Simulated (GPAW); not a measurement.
# Screening of a field by Cr2CS2 MXene monolayer

Aim: the dipole that a field along the normal induces in Cr2CS2 MXene monolayer.

Calculated with GPAW 26.7.0; GPAW, PAW setups; layer in a repeated cell with vacuum, relaxation of atoms and in-plane cell, in the first sound run; inputs show where later runs differ.

**1. The structure**

The cell holds 5 atoms: 2 S, 2 Cr and 1 C. Cell: a = 2.836 Å, b = 2.836 Å, c = 23.471 Å, α = 90.0°, β = 90.0°, γ = 120.0°. Vacuum lies along c.

Coordinates:

```cif
data_structure
_symmetry_space_group_name_H-M 'P 1'
_symmetry_Int_Tables_number 1
_cell_length_a 2.8360
_cell_length_b 2.8360
_cell_length_c 23.4714
_cell_angle_alpha 90.000
_cell_angle_beta 90.000
_cell_angle_gamma 120.000
_cell_volume 163.48
loop_
_atom_site_label
_atom_site_type_symbol
_atom_site_fract_x
_atom_site_fract_y
_atom_site_fract_z
_atom_site_occupancy
S1 S 0.33333 0.66667 0.38345 1
Cr2 Cr 0.66667 0.33333 0.45232 1
C3 C 0.00000 0.00000 0.50000 1
Cr4 Cr 0.33333 0.66667 0.54767 1
S5 S 0.66667 0.33333 0.61655 1
```

**2. Relaxation**

Forces are removed first; all later runs use this geometry.

Input file run.py:

```python
import json
import numpy as np
from ase import Atoms
from ase.filters import FrechetCellFilter
from ase.optimize import BFGS
from gpaw import GPAW, PW

slab = Atoms(
    ['S', 'Cr', 'C', 'Cr', 'S'],
    positions=[
        [-0.00000, 1.63735, 9.00000],
        [1.41799, 0.81868, 10.61669],
        [0.00000, 0.00000, 11.73569],
        [-0.00000, 1.63735, 12.85469],
        [1.41799, 0.81868, 14.47138]],
    cell=[[2.83598, 0.0, 0.0], [-1.41799, 2.45603, 0.0], [0.0, 0.0, 23.4714]],
    pbc=[True, True, True],
    magmoms=[0.0, 2.0, 0.0, 2.0, 0.0])

slab.calc = GPAW(mode=PW(600), xc='PBE', kpts={'size': (12, 12, 1), 'gamma': True},
                 occupations={'name': 'fermi-dirac', 'width': 0.05}, nbands='160%',
                 convergence={'density': 1e-05}, maxiter=200,
                 symmetry={'tolerance': 1e-3}, txt='slab.txt')
result = {}
# The in-plane cell is free; stress needs a cell that repeats along all three vectors
path = []
opt = BFGS(FrechetCellFilter(slab, mask=[1, 1, 0, 0, 0, 1]), maxstep=0.2)
opt.attach(lambda: path.append((slab.get_potential_energy(), slab.positions.tolist(), slab.get_forces().tolist())))
result['relaxed'] = bool(opt.run(fmax=0.02, steps=45))
result['path'] = path
result['cell'] = slab.cell.tolist()
print('in-plane lattice', slab.cell.cellpar().round(4)[[0, 1, 5]])
energy = slab.get_potential_energy()
fermi = slab.calc.get_fermi_level()
v = slab.calc.get_electrostatic_potential().mean((0, 1)) - fermi
n = slab.calc.get_pseudo_density().mean((0, 1))
L = slab.cell[2, 2]
z = np.arange(len(v)) * L / len(v)
low, high = slab.positions[:, 2].min(), slab.positions[:, 2].max()
below, above = np.interp([low - 6.8, high + 6.8], z, v)
slopes = [np.interp(x, z, np.gradient(v, z)) for x in (low - 6.8, high + 6.8)]
eps = np.array([[slab.calc.get_eigenvalues(k, s) for k in range(len(slab.calc.get_ibz_k_points()))]
                for s in range(slab.calc.get_number_of_spins())]) - fermi
top, bottom = eps[eps < 0].max(), eps[eps > 0].min()
dipole = slab.get_dipole_moment()[2]
print(f'energy {energy:.4f} eV, Fermi level {fermi:.4f} eV, dipole {dipole:.5f} e A')
print(f'potential 6.8 A off the faces, from the Fermi level: lower {below:.4f} eV, upper {above:.4f} eV')
print(f'slope of the potential there: lower {slopes[0]:.5f}, upper {slopes[1]:.5f} eV/A')
print(f'nearest levels on the mesh: {top:.4f} and {bottom:.4f} eV')
print('magnetic moment', round(slab.get_magnetic_moment(), 3))
result.update(energy=energy, fermi=fermi, dipole=dipole, below=below, above=above, slopes=slopes, edges=[top, bottom],
              z=z.tolist(), v=v.tolist(), n=n.tolist(), positions=slab.positions.tolist(),
              forces=slab.get_forces(apply_constraint=False).tolist(), moments=slab.get_magnetic_moments().tolist())
json.dump(result, open('result.json', 'w'))
```

Command:

```bash
$ OMP_NUM_THREADS=1 OPENBLAS_NUM_THREADS=1 python run.py
```

Output:

```text
Step          Energy          fmax
BFGS:    0      -36.993288        1.553185
BFGS:    1      -37.061447        1.399132
BFGS:    2      -37.370882        0.709300
BFGS:    3      -37.395845        0.723838
BFGS:    4      -37.440899        0.570909
BFGS:    5      -37.481095        0.620402
BFGS:    6      -37.521788        0.688323
BFGS:    7      -37.543039        0.465238
BFGS:    8      -37.551489        0.144501
BFGS:    9      -37.553283        0.036505
BFGS:   10      -37.553556        0.004925
in-plane lattice [  3.0553   3.0553 120.    ]
energy -37.5440 eV, Fermi level -0.6134 eV, dipole 0.00000 e A
potential 6.8 A off the faces, from the Fermi level: lower 5.4532 eV, upper 5.4544 eV
slope of the potential there: lower -0.00028, upper -0.00023 eV/A
nearest levels on the mesh: -0.0859 and 0.0123 eV
magnetic moment 2.166
```

Wall time 32 min (1 thread of Arm Neoverse V1, shared host); peak memory 0.67 GiB.

Numbers from this step:

| Property | Result |
| --- | --- |
| dipole along the normal | 4.46e-6 e·Å |
| levels nearest the Fermi level on the mesh | -0.08586, 0.01233 eV from the Fermi level |
| site moments | -0.06787, 1.187, -0.06747, 1.187, -0.06787 μB |
| sum of the site moments | 2.172 μB |

The electrostatic potential energy of an electron (without an applied field's), less the Fermi level, planar mean oscillates, so the rows of the table below give means over windows of 1.39 Å about each position, cut where the curve ends. Its maxima inside the range that stand out by 2 % of the span (Å: eV): 9.9: -4.94, 11.3: -8.99, 12.2: -8.99, 13.6: -4.93. Its minima: 9.1: -20.8, 10.7: -16.1, 11.7: -13.2, 12.8: -16.1, 14.3: -20.8.

Electrostatic potential energy of an electron (without an applied field's), less the Fermi level, planar mean against z; means over each step:

| z (Å) | electrostatic potential energy of an electron (without an applied field's), less the Fermi level, planar mean (eV) |
| --- | --- |
| 0.69 | 5.45 |
| 2.08 | 5.45 |
| 3.48 | 5.45 |
| 4.87 | 5.45 |
| 6.26 | 5.44 |
| 7.65 | 4.50 |
| 9.04 | -11.2 |
| 10.43 | -10.7 |
| 11.82 | -10.7 |
| 13.21 | -10.3 |
| 14.60 | -10.0 |
| 15.99 | 4.88 |
| 17.38 | 5.45 |
| 18.77 | 5.45 |
| 20.16 | 5.45 |
| 21.55 | 5.45 |
| 22.94 | 5.45 |

The pseudo valence density, planar mean oscillates, so the rows of the table below give means over windows of 1.13 Å about each position, cut where the curve ends. Its maxima inside the range that stand out by 2 % of the span (Å: e/Å³): 8.9: 0.445, 9.6: 0.519, 10.8: 0.617, 11.6: 0.600, 12.7: 0.617, 13.9: 0.519, 14.6: 0.445. Its minima: 9.0: 0.414, 10.1: 0.423, 11.1: 0.553, 12.3: 0.553, 13.4: 0.423, 14.4: 0.414.

The pseudo valence density, planar mean by z; means over each step:

| z (Å) | pseudo valence density, planar mean (e/Å³) |
| --- | --- |
| 5.08 | 1.5e-5 |
| 6.21 | 4.6e-4 |
| 7.34 | 0.0173 |
| 8.47 | 0.274 |
| 9.60 | 0.463 |
| 10.73 | 0.550 |
| 11.86 | 0.585 |
| 12.99 | 0.520 |
| 14.12 | 0.462 |
| 15.25 | 0.186 |
| 16.38 | 0.00728 |
| 17.52 | 2.2e-4 |
| 18.64 | 6.7e-6 |

Site moment by atom:

| atom | site moment (μB) |
| --- | --- |
| S1 | -0.07 |
| Cr2 | 1.19 |
| C3 | -0.07 |
| Cr4 | 1.19 |
| S5 | -0.07 |

The relaxation lowered the energy of the cell by 0.564 eV (energies extrapolated to zero smearing; the optimiser's log prints free energies). The largest force left on a free atom is 0.0023 eV/Å.

**3. The slab's potential**

With the geometry fixed, the planar mean of the potential gives the vacuum level on each side.

This step: GPAW, PAW setups; slab in vacuum (GPAW 26.7.0).

The cell differs from the one that the last finished run ended in (c 23.471 → 23.153 Å).

Edit run.py of step 2 so:

```diff
@@ -3,4 +3,2 @@
 from ase import Atoms
-from ase.filters import FrechetCellFilter
-from ase.optimize import BFGS
 from gpaw import GPAW, PW
@@ -10,24 +8,17 @@
     positions=[
-        [-0.00000, 1.63735, 9.00000],
-        [1.41799, 0.81868, 10.61669],
-        [0.00000, 0.00000, 11.73569],
-        [-0.00000, 1.63735, 12.85469],
-        [1.41799, 0.81868, 14.47138]],
-    cell=[[2.83598, 0.0, 0.0], [-1.41799, 2.45603, 0.0], [0.0, 0.0, 23.4714]],
-    pbc=[True, True, True],
+        [0.00000, 1.76398, 9.00000],
+        [1.52766, 0.88200, 10.52969],
+        [-0.00000, -0.00000, 11.57658],
+        [0.00000, 1.76398, 12.62346],
+        [1.52766, 0.88200, 14.15315]],
+    cell=[[3.05532, -0.0, 0.0], [-1.52766, 2.64598, 0.0], [0.0, 0.0, 23.1532]],
+    pbc=[True, True, False],
     magmoms=[0.0, 2.0, 0.0, 2.0, 0.0])
 
-slab.calc = GPAW(mode=PW(600), xc='PBE', kpts={'size': (12, 12, 1), 'gamma': True},
+slab.calc = GPAW(mode=PW(500), xc='PBE', kpts={'size': (12, 12, 1), 'gamma': True},
                  occupations={'name': 'fermi-dirac', 'width': 0.05}, nbands='160%',
                  convergence={'density': 1e-05}, maxiter=200,
+                 poissonsolver={'dipolelayer': 'xy'},
                  symmetry={'tolerance': 1e-3}, txt='slab.txt')
 result = {}
-# The in-plane cell is free; stress needs a cell that repeats along all three vectors
-path = []
-opt = BFGS(FrechetCellFilter(slab, mask=[1, 1, 0, 0, 0, 1]), maxstep=0.2)
-opt.attach(lambda: path.append((slab.get_potential_energy(), slab.positions.tolist(), slab.get_forces().tolist())))
-result['relaxed'] = bool(opt.run(fmax=0.02, steps=45))
-result['path'] = path
-result['cell'] = slab.cell.tolist()
-print('in-plane lattice', slab.cell.cellpar().round(4)[[0, 1, 5]])
 energy = slab.get_potential_energy()
```

Output:

```text
energy -37.5227 eV, Fermi level -0.5468 eV, dipole -0.00034 e A
potential 6.8 A off the faces, from the Fermi level: lower 5.4469 eV, upper 5.4614 eV
slope of the potential there: lower 0.00001, upper -0.00001 eV/A
nearest levels on the mesh: -0.0856 and 0.0124 eV
magnetic moment 2.166
```

Wall time 1.8 min (1 thread); peak memory 0.31 GiB.

Numbers from this step:

- dipole along the normal: -3.41e-4 e·Å
- levels nearest the Fermi level on the mesh: -0.08557, 0.01243 eV from the Fermi level
- upper work function: 5.461 eV
- lower work function: 5.447 eV
- site moments: -0.06784, 1.187, -0.06748, 1.187, -0.06784 μB
- sum of the site moments: 2.170 μB

The electrostatic potential energy of an electron (without an applied field's), less the Fermi level, planar mean oscillates, so the rows of the table below give means over windows of 1.45 Å about each position, cut where the curve ends. Its maxima inside the range that stand out by 2 % of the span (Å: eV): 9.7: -4.94, 11.2: -9.05, 12.0: -9.05, 13.4: -4.94. Its minima: 9.0: -20.8, 10.5: -16.1, 11.6: -13.2, 12.6: -16.1, 14.2: -20.8.

Table of electrostatic potential energy of an electron (without an applied field's), less the Fermi level, planar mean by z; means over each step:

| z (Å) | electrostatic potential energy of an electron (without an applied field's), less the Fermi level, planar mean (eV) |
| --- | --- |
| 0.72 | 5.45 |
| 2.17 | 5.45 |
| 3.62 | 5.45 |
| 5.07 | 5.45 |
| 6.52 | 5.40 |
| 7.97 | 1.05 |
| 9.42 | -11.7 |
| 10.87 | -12.4 |
| 12.32 | -12.3 |
| 13.77 | -11.8 |
| 15.22 | 1.60 |
| 16.67 | 5.42 |
| 18.12 | 5.46 |
| 19.57 | 5.46 |
| 21.02 | 5.46 |
| 22.47 | 5.46 |

The pseudo valence density, planar mean oscillates, so the rows of the table below give means over windows of 1.06 Å about each position, cut where the curve ends. Its maxima inside the range that stand out by 2 % of the span (Å: e/Å³): 8.7: 0.444, 9.5: 0.512, 10.6: 0.618, 11.6: 0.600, 12.5: 0.618, 13.7: 0.512, 14.5: 0.444. Its minima: 8.9: 0.416, 10.0: 0.427, 11.0: 0.554, 12.2: 0.554, 13.1: 0.427, 14.3: 0.416.

Table of pseudo valence density, planar mean by z; means over each step:

z (Å), pseudo valence density, planar mean (e/Å³) and a bar:
```
     4.77      0.000 
     5.83      0.000 
     6.89      0.006 
     7.95      0.145 #######
     9.01      0.452 #######################
    10.07      0.493 #########################
    11.13      0.584 ##############################
    12.19      0.585 ##############################
    13.25      0.477 ########################
    14.31      0.425 ######################
    15.37      0.096 #####
    16.43      0.004 
    17.49      0.000 
    18.55      0.000
```

The potential is flat to 6.3e-6 eV/Å where it is read, so the vacuum is wide enough.

**4. In a field**

A uniform field along the normal polarises the slab; the atoms stay fixed, so this is the electronic response alone.

Edit run.py of step 3 so:

```diff
@@ -4,2 +4,3 @@
 from gpaw import GPAW, PW
+from gpaw.external import ConstantElectricField
 
@@ -21,2 +22,3 @@
                  poissonsolver={'dipolelayer': 'xy'},
+                 external=ConstantElectricField(-0.2, [0, 0, 1]),
                  symmetry={'tolerance': 1e-3}, txt='slab.txt')
```

Output:

```text
energy -37.5291 eV, Fermi level -0.5482 eV, dipole -0.06488 e A
potential 6.8 A off the faces, from the Fermi level: lower 4.7301 eV, upper 6.1823 eV
slope of the potential there: lower 0.00001, upper -0.00001 eV/A
nearest levels on the mesh: -0.0854 and 0.0123 eV
magnetic moment 2.166
```

Run time: 9.5 min. Hardware: 1 thread; peak memory 0.64 GiB.

Numbers from this step:

| Property | Result |
| --- | --- |
| dipole along the normal | -0.06488 e·Å |
| levels nearest the Fermi level on the mesh | -0.08545, 0.01231 eV from the Fermi level |
| site moments | -0.06757, 1.167, -0.06747, 1.206, -0.06809 μB |
| potential below the slab, the applied field's own ramp left out | 4.730 eV from the Fermi level |
| potential above the slab, the applied field's own ramp left out | 6.182 eV from the Fermi level |

The electrostatic potential energy of an electron (without an applied field's), less the Fermi level, planar mean oscillates, so the rows of the table below give means over windows of 1.45 Å about each position, cut where the curve ends. Its maxima inside the range that stand out by 2 % of the span (Å: eV): 9.7: -5.30, 11.2: -9.12, 12.0: -8.97, 13.4: -4.58. Its minima: 9.0: -21.3, 10.5: -16.3, 11.6: -13.2, 12.6: -15.9, 14.2: -20.3.

The electrostatic potential energy of an electron (without an applied field's), less the Fermi level, planar mean by z; means over each step:

| z (Å) | electrostatic potential energy of an electron (without an applied field's), less the Fermi level, planar mean (eV) |
| --- | --- |
| 0.72 | 4.83 |
| 2.17 | 4.73 |
| 3.62 | 4.73 |
| 5.07 | 4.73 |
| 6.52 | 4.69 |
| 7.97 | 0.401 |
| 9.42 | -12.1 |
| 10.87 | -12.6 |
| 12.32 | -12.2 |
| 13.77 | -11.3 |
| 15.22 | 2.26 |
| 16.67 | 6.14 |
| 18.12 | 6.18 |
| 19.57 | 6.18 |
| 21.02 | 6.18 |
| 22.47 | 6.12 |

The dipole is now -0.0649 e Å, against -3.4e-4 in the run without a field.

**5. Field on**

Edit run.py of step 4 so:

```diff
@@ -22,3 +22,3 @@
                  poissonsolver={'dipolelayer': 'xy'},
-                 external=ConstantElectricField(-0.2, [0, 0, 1]),
+                 external=ConstantElectricField(-0.1, [0, 0, 1]),
                  symmetry={'tolerance': 1e-3}, txt='slab.txt')
```

Output:

```text
energy -37.5242 eV, Fermi level -0.5471 eV, dipole -0.03246 e A
potential 6.8 A off the faces, from the Fermi level: lower 5.0914 eV, upper 5.8179 eV
slope of the potential there: lower 0.00001, upper -0.00001 eV/A
nearest levels on the mesh: -0.0855 and 0.0122 eV
magnetic moment 2.166
```

Wall time 11 min (1 thread); peak memory 0.63 GiB.

This step gave:

- dipole along the normal: -0.03246 e·Å
- levels nearest the Fermi level on the mesh: -0.08553, 0.01225 eV from the Fermi level
- site moments: -0.06771, 1.177, -0.06749, 1.197, -0.06798 μB
- potential below the slab, the applied field's own ramp left out: 5.091 eV from the Fermi level
- potential above the slab, the applied field's own ramp left out: 5.818 eV from the Fermi level

The electrostatic potential energy of an electron (without an applied field's), less the Fermi level, planar mean oscillates, so the rows of the table below give means over windows of 1.45 Å about each position, cut where the curve ends. Its maxima inside the range that stand out by 2 % of the span (Å: eV): 9.7: -5.12, 11.2: -9.09, 12.0: -9.01, 13.4: -4.76. Its minima: 9.0: -21.0, 10.5: -16.2, 11.6: -13.2, 12.6: -16.0, 14.2: -20.5.

Table of electrostatic potential energy of an electron (without an applied field's), less the Fermi level, planar mean by z; means over each step:

| z (Å) | electrostatic potential energy of an electron (without an applied field's), less the Fermi level, planar mean (eV) |
| --- | --- |
| 0.72 | 5.14 |
| 2.17 | 5.09 |
| 3.62 | 5.09 |
| 5.07 | 5.09 |
| 6.52 | 5.04 |
| 7.97 | 0.729 |
| 9.42 | -11.9 |
| 10.87 | -12.5 |
| 12.32 | -12.2 |
| 13.77 | -11.5 |
| 15.22 | 1.93 |
| 16.67 | 5.77 |
| 18.12 | 5.82 |
| 19.57 | 5.82 |
| 21.02 | 5.82 |
| 22.47 | 5.79 |

The dipole is now -0.0325 e Å, against -3.4e-4 in the run without a field.

**6. Field on**

Edit run.py of step 5 so:

```diff
@@ -22,3 +22,3 @@
                  poissonsolver={'dipolelayer': 'xy'},
-                 external=ConstantElectricField(-0.1, [0, 0, 1]),
+                 external=ConstantElectricField(-0.05, [0, 0, 1]),
                  symmetry={'tolerance': 1e-3}, txt='slab.txt')
```

Output:

```text
energy -37.5230 eV, Fermi level -0.5469 eV, dipole -0.01622 e A
potential 6.8 A off the faces, from the Fermi level: lower 5.2727 eV, upper 5.6357 eV
slope of the potential there: lower 0.00001, upper -0.00001 eV/A
nearest levels on the mesh: -0.0855 and 0.0122 eV
magnetic moment 2.166
```

The job ended after 10 min (1 thread; peak memory 0.63 GiB).

The electrostatic potential energy of an electron (without an applied field's), less the Fermi level, planar mean oscillates, so the rows of the table below give means over windows of 1.45 Å about each position, cut where the curve ends. Its maxima inside the range that stand out by 2 % of the span (Å: eV): 9.7: -5.03, 11.2: -9.07, 12.0: -9.03, 13.4: -4.85. Its minima: 9.0: -20.9, 10.5: -16.2, 11.6: -13.2, 12.6: -16.1, 14.2: -20.7.

Table of electrostatic potential energy of an electron (without an applied field's), less the Fermi level, planar mean by z; means over each step:

| z (Å) | electrostatic potential energy of an electron (without an applied field's), less the Fermi level, planar mean (eV) |
| --- | --- |
| 0.72 | 5.30 |
| 2.17 | 5.27 |
| 3.62 | 5.27 |
| 5.07 | 5.27 |
| 6.52 | 5.22 |
| 7.97 | 0.894 |
| 9.42 | -11.8 |
| 10.87 | -12.5 |
| 12.32 | -12.3 |
| 13.77 | -11.6 |
| 15.22 | 1.76 |
| 16.67 | 5.59 |
| 18.12 | 5.64 |
| 19.57 | 5.64 |
| 21.02 | 5.64 |
| 22.47 | 5.62 |

**7. Field on**

Edit run.py of step 6 so:

```diff
@@ -22,3 +22,3 @@
                  poissonsolver={'dipolelayer': 'xy'},
-                 external=ConstantElectricField(-0.05, [0, 0, 1]),
+                 external=ConstantElectricField(0.05, [0, 0, 1]),
                  symmetry={'tolerance': 1e-3}, txt='slab.txt')
```

Output:

```text
energy -37.5230 eV, Fermi level -0.5469 eV, dipole 0.01622 e A
potential 6.8 A off the faces, from the Fermi level: lower 5.6357 eV, upper 5.2728 eV
slope of the potential there: lower 0.00001, upper -0.00001 eV/A
nearest levels on the mesh: -0.0855 and 0.0122 eV
magnetic moment 2.166
```

The job ended after 10 min (1 thread; peak memory 0.63 GiB).

The electrostatic potential energy of an electron (without an applied field's), less the Fermi level, planar mean oscillates, so the rows of the table below give means over windows of 1.45 Å about each position, cut where the curve ends. Its maxima inside the range that stand out by 2 % of the span (Å: eV): 9.7: -4.85, 11.2: -9.03, 12.0: -9.07, 13.4: -5.03. Its minima: 9.0: -20.7, 10.5: -16.1, 11.6: -13.2, 12.6: -16.2, 14.2: -20.9.

Table of electrostatic potential energy of an electron (without an applied field's), less the Fermi level, planar mean by z; means over each step:

| z (Å) | electrostatic potential energy of an electron (without an applied field's), less the Fermi level, planar mean (eV) |
| --- | --- |
| 0.72 | 5.61 |
| 2.17 | 5.64 |
| 3.62 | 5.64 |
| 5.07 | 5.63 |
| 6.52 | 5.59 |
| 7.97 | 1.22 |
| 9.42 | -11.6 |
| 10.87 | -12.4 |
| 12.32 | -12.4 |
| 13.77 | -11.9 |
| 15.22 | 1.43 |
| 16.67 | 5.23 |
| 18.12 | 5.27 |
| 19.57 | 5.27 |
| 21.02 | 5.27 |
| 22.47 | 5.29 |

[end of part 1 of 2]

[Logs are printed without paths, hosts, clocks, repeated set-up lines and the standing remarks that a program may print on its own settings, such as how far it seeks lower states.]

[Hosts, paths, dates, database ids (printed as entryN), source tags and the programs' standing remarks are cut or masked in the printed files.]
